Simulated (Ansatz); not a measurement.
# GaAs wire along [111], 26 atoms a period, H-terminated: bands by functional

Aim: is the GaAs wire along [111], 26 atoms a period, H-terminated a metal or a semiconductor?

Calculated with Ansatz 0.2.0; DFT PBE, plane waves, PAW; relaxation of a wire's period; PAW set soft_1, in the first sound run; inputs show where later runs differ.

Most raw output is cut from this account.

## (1) Starting point

The cell holds 56 atoms: 13 Ga, 13 As and 30 H. Its edges and angles: a = 17.512 Å, b = 16.793 Å, c = 9.959 Å, α = 90.0°, β = 90.0°, γ = 90.0°. Vacuum lies along a and b. The structure's axis is c.

## (2) The relaxed wire

Band widths follow the bond lengths, so the wire is relaxed first. The atoms and the third cell vector are free; the box across stays fixed as vacuum. A Fermi-Dirac smearing is set since the result may be a metal. The pressure printed is a third of the stress's trace over the whole box, vacuum included; only the stress along the axis is relaxed.

Input file input.yaml:

```yaml
crystal:
  lattice:
    - [17.512, 0.0, 0.0]
    - [0.0, 16.793, 0.0]
    - [0.0, 0.0, 9.9592921435]
  atoms:
    - { symbol: Ga, position: [0.267820043, 0.500850342, 0.0] }
    - { symbol: Ga, position: [0.383907983, 0.710529464, 0.0] }
    - { symbol: Ga, position: [0.499995922, 0.500850342, 0.0] }
    - { symbol: Ga, position: [0.616083862, 0.710529464, 0.0] }
    - { symbol: As, position: [0.267820043, 0.500850342, 0.25] }
    - { symbol: As, position: [0.383907983, 0.291171219, 0.25] }
    - { symbol: As, position: [0.383907983, 0.710529464, 0.25] }
    - { symbol: As, position: [0.499995922, 0.500850342, 0.25] }
[... 44 atom lines left out ...]
    - { symbol: H, position: [0.805839263, 0.545203295, 0.947118062] }
    - { symbol: Ga, position: [0.383907983, 0.291171219, 0.0] }
    - { symbol: Ga, position: [0.616083862, 0.291171219, 0.0] }
    - { symbol: Ga, position: [0.732171801, 0.500850342, 0.0] }
kpoints:
  mp_grid: { grid: [1, 1, 9] }
scf:
  occupations: { method: fermi_dirac, width: 0.05 }
hamiltonian:
  xc: pbe
  pseudopotentials: { kind: paw, azcp: { folder: soft_1 } }
relax:
  cell: { fix: [a, b, alpha, beta, gamma] }
  max_steps: 45
  f_tol: 0.03
```

Launch:

```
> ansatz run input.yaml --threads 4 --pin off --max-ram 16384MiB --backend cpu --events-out ev --progress --plain --runs-dir out
```

It took 16 min on 4 threads of Intel Xeon 6975P-C (Granite Rapids), shared host; peak memory 12 GiB.

Step by step:

| step | energy less that of the first step (eV) | largest force component (eV/Å) | pressure (GPa) | volume (Å³) |
| --- | --- | --- | --- | --- |
| 1 | 0.0000 | 1.1857 | -0.05 | 2928.82 |
| 2 | -2.8687 | 0.5035 | -0.03 | 2929.55 |
| 3 | -3.4886 | 0.1937 | -0.11 | 2921.75 |
| 4 | -3.7601 | 0.1041 | -0.08 | 2904.44 |
| 5 | -3.7329 | 0.2053 | 0.07 | 2900.13 |
| 6 | -3.8225 | 0.0393 | -0.03 | 2901.57 |
| 7 | -3.8397 | 0.0245 | 0.00 | 2904.11 |
| 8 | -3.8416 | 0.0368 | 0.00 | 2904.03 |
| 9 | -3.8419 | 0.0039 | 0.00 | 2904.74 |
| 10* | -3.8386 | 0.0038 | 0.00 | 2904.74 |

Relaxation steps marked * repeat the geometry before them on a plane-wave basis chosen anew for their cell, so energy and pressure can jump there. Relaxation step 5 was tried and not accepted.

The run keeps the 2 symmetry operations that it works with, so distortions that break them were not tested.

| cell as run | before | after | change |
| --- | --- | --- | --- |
| c (Å) | 9.959 | 9.877 | -0.8 % |

The atoms that moved most (Å, along periodic axes as changes of fractional coordinates times the final cell, across vacuum about the mean position):

| atom | dx | dy | dz | length |
| --- | --- | --- | --- | --- |
| H49 | -0.542 | -0.338 | 0.241 | 0.683 |
| H46 | 0.542 | -0.338 | 0.241 | 0.683 |
| H45 | -0.562 | -0.302 | 0.238 | 0.681 |
| H51 | 0.562 | -0.302 | 0.238 | 0.681 |
| H53 | 0.021 | 0.634 | 0.236 | 0.677 |
| H42 | -0.021 | 0.634 | 0.236 | 0.677 |
| H50 | 0.000 | -0.527 | -0.174 | 0.555 |
| H44 | 0.000 | -0.527 | -0.174 | 0.555 |

This step gave:

```
cell length along the wire : 9.877 Å
```

The cell's length comes to 9.877 Å with spin left out.

## (3) Bands of the perfect wire

This step: DFT PBE, plane waves, PAW; bands of a perfect wire; PAW set soft_1 (Ansatz 0.2.0).

At the relaxed period the bands are computed along the axis; those that cross an energy going forward count the channels that a perfect wire would open there.

Input file input.yaml:

```yaml
crystal:
  lattice:
    - [17.512, 0.0, 0.0]
    - [0.0, 16.793, 0.0]
    - [0.0, 0.0, 9.8774033687]
  atoms:
    - { symbol: Ga, position: [0.253261839, 0.51475036, 0.980274552] }
    - { symbol: Ga, position: [0.365003618, 0.716681665, 0.980235278] }
    - { symbol: Ga, position: [0.5, 0.500829144, 0.991699372] }
    - { symbol: Ga, position: [0.634996382, 0.716681665, 0.980235278] }
    - { symbol: As, position: [0.270193958, 0.49294865, 0.237397693] }
    - { symbol: As, position: [0.378356939, 0.2974569, 0.237219919] }
    - { symbol: As, position: [0.391764995, 0.712480902, 0.23728784] }
    - { symbol: As, position: [0.5, 0.500922875, 0.24759714] }
[... 44 atom lines left out ...]
    - { symbol: H, position: [0.807033313, 0.582966224, 0.971057797] }
    - { symbol: Ga, position: [0.38827486, 0.270935101, 0.980261125] }
    - { symbol: Ga, position: [0.61172514, 0.270935101, 0.980261125] }
    - { symbol: Ga, position: [0.746738161, 0.51475036, 0.980274552] }
kpoints:
  mp_grid: { grid: [1, 1, 9] }
  band_path: { path: ["Γ", Z], npoints: 90 }
scf:
  occupations: { method: fermi_dirac, width: 0.05 }
hamiltonian:
  xc: pbe
  pseudopotentials: { kind: paw, azcp: { folder: soft_1 } }
output:
  dos: { e_range: [-5, 4] }
  write_potential: true
  write_density: true
  volumetric_format: npy
```

Elapsed: 27 min, on 4 threads; peak memory 13 GiB; 1.8 h of CPU time.

This step gave:

| Item | Value |
| --- | --- |
| band gap | 2.637 eV |

Electronic bands along the path, in eV, zero at the Fermi level; v1 is the highest filled band, c1 the lowest empty one:

| point | v4 | v3 | v2 | v1 | c1 | c2 | c3 | c4 |
| --- | --- | --- | --- | --- | --- | --- | --- | --- |
| Γ | -1.72 | -1.69 | -1.69 | -1.31 | 1.33 | 1.52 | 1.95 | 1.95 |
| halfway | -1.70 | -1.69 | -1.69 | -1.57 | 1.46 | 1.59 | 1.67 | 1.68 |
| Z | -1.85 | -1.71 | -1.71 | -1.67 | 1.46 | 1.46 | 1.59 | 1.71 |

The gap is 2.64 eV, with spin left out.

On this path the gap is direct, 2.64 eV, with the valence top at Γ and the conduction bottom at Γ.

## (4) Levels at the same atoms, cutoff 500 eV, k-mesh 1×1×7

This step: DFT r2SCAN, plane waves, PAW; bands of a perfect wire at the PBE geometry; PAW set soft_1 (Ansatz 0.2.0).

The atoms stay at the PBE geometry and the functional changes. r2SCAN also reads the kinetic-energy density; it often gives larger moments and wider gaps than PBE, at a higher cost. Against the first PBE run of this kind, the cutoff is 500 eV against 420 and the mesh along the wire has 7 points against 9.

input.yaml, as its differences from that of step 3:

```diff
@@ -63,3 +63,3 @@
 kpoints:
-  mp_grid: { grid: [1, 1, 9] }
+  mp_grid: { grid: [1, 1, 7] }
   band_path: { path: ["Γ", Z], npoints: 90 }
@@ -68,8 +68,3 @@
 hamiltonian:
-  xc: pbe
+  xc: r2scan
   pseudopotentials: { kind: paw, azcp: { folder: soft_1 } }
-output:
-  dos: { e_range: [-5, 4] }
-  write_potential: true
-  write_density: true
-  volumetric_format: npy
```

Wall time 36 min (4 threads); peak memory 12 GiB.

Numbers from this step:

* band gap: 3.025 eV

The electronic bands at the labelled points (eV, zero at the Fermi level; v1 is the highest filled band, c1 the lowest empty one):

| point | v4 | v3 | v2 | v1 | c1 | c2 | c3 | c4 |
| --- | --- | --- | --- | --- | --- | --- | --- | --- |
| Γ | -1.94 | -1.90 | -1.90 | -1.50 | 1.53 | 1.72 | 2.11 | 2.11 |
| halfway | -1.91 | -1.90 | -1.90 | -1.77 | 1.65 | 1.80 | 1.85 | 1.85 |
| Z | -2.08 | -1.92 | -1.92 | -1.89 | 1.64 | 1.64 | 1.78 | 1.95 |

The gap is 3.03 eV, against 2.64 eV under PBE at the relaxed period.

## (5) Summary of results

```
cell length, PBE : 9.877 Å
gap, PBE         : 2.64 eV
gap, r2SCAN      : 3.03 eV
```

In words: Under PBE the cell's length is 9.88 Å, and a gap of 2.64 eV makes it a semiconductor. At the relaxed period the wire is gapped under every functional, from 2.64 eV (PBE) to 3.03 eV (r2SCAN). Weak screening in one dimension makes quasiparticle gaps larger than the semilocal gaps, as a rule. Plain hydrogen on a compound's surface is a simple closure: it may leave surface states, and facets that end in unlike atoms put a field across the wire, both of which shrink the gap.

[Logs are printed without paths, hosts, clocks, repeated set-up lines and the standing remarks that a program may print on its own settings, such as how far it seeks lower states.]

[Hosts, paths, dates, database ids (printed as entryN), source tags and the programs' standing remarks are cut or masked in the printed files.]
